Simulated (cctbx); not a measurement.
# Resonant diffraction in CuPWSeS3

Space group P2_1/c (no. 14), a = 6.4110 Å, b = 11.3590 Å, c = 10.6904 Å, α = 90.00°, β = 126.70°, γ = 90.00°.

```
atom  mult.       x       y       z  Ueq (Å²)
  W1      4  0.0804  0.8611  0.8872    0.0072
 Se1      4  0.0683  0.5451  0.7988    0.0100
 Cu1      4  0.6271  0.5977  0.8752    0.0095
  S1      4  0.1444  0.7679  0.6425    0.0120
  S2      4  0.6545  0.7529  0.6427    0.0156
  S3      4  0.7174  0.9246  0.9241    0.0093
  P1      4  0.9030  0.6618  0.6244    0.0123
```

The model was made for the exercise: a known structure type with other elements put in, its volume estimated, not relaxed; displacement parameters are assumed.

Calculated with cctbx: free-atom f′ and f″ from the Sasaki tables, no fine structure; amplitudes in electrons.

| E (eV) | F 1 2 1 | F 0 1 2 | F 0 3 1 | F 1 1 1 |
| --- | --- | --- | --- | --- |
| 9607 | 33.4 | 126.6 | 169.3 | 146.0 |
| 9957 | 32.1 | 122.3 | 164.1 | 143.3 |
| 10087 | 31.0 | 118.0 | 160.0 | 140.0 |
| 10147 | 29.9 | 114.1 | 156.4 | 136.9 |
| 10177 | 28.8 | 109.9 | 152.6 | 133.5 |
| 10192 | 27.7 | 105.7 | 148.9 | 130.0 |
| 10199 | 26.7 | 101.9 | 145.6 | 126.9 |
| 10203 | 25.6 | 97.9 | 142.1 | 123.5 |
| 10211 | 26.3 | 101.7 | 142.9 | 125.8 |
| 10215 | 27.6 | 106.3 | 147.0 | 129.7 |
| 10222 | 28.6 | 110.3 | 150.6 | 133.1 |
| 10237 | 29.8 | 114.6 | 154.5 | 136.8 |
| 10267 | 30.9 | 119.0 | 158.4 | 140.5 |
| 10357 | 32.4 | 124.4 | 163.1 | 145.4 |
| 10607 | 34.0 | 130.3 | 168.0 | 150.8 |

**Question.** Which edge is crossed, and why do the reflections move as they do?

The L3 edge of W. The edge is at 10207 eV. f′ of W falls from -12.1 e at 10087 eV to -19.0 e at 4 eV below it, and f″ steps from 3.80 to 10.48 e across it. Over that approach |F| changes by -17 % (1 2 1), -17 % (0 1 2), -11 % (0 3 1) and -12 % (1 1 1): a reflection falls where W scatters in phase with the total and rises where it scatters against it; it hardly moves where the W term is small or cancels by symmetry. Above the edge the larger f″ enters the imaginary part, where it can add to or cancel the other atoms' f″. The structure is centrosymmetric, so Friedel mates stay equal.

[Logs are printed without paths, hosts, clocks, repeated set-up lines and the standing remarks that a program may print on its own settings, such as how far it seeks lower states.]
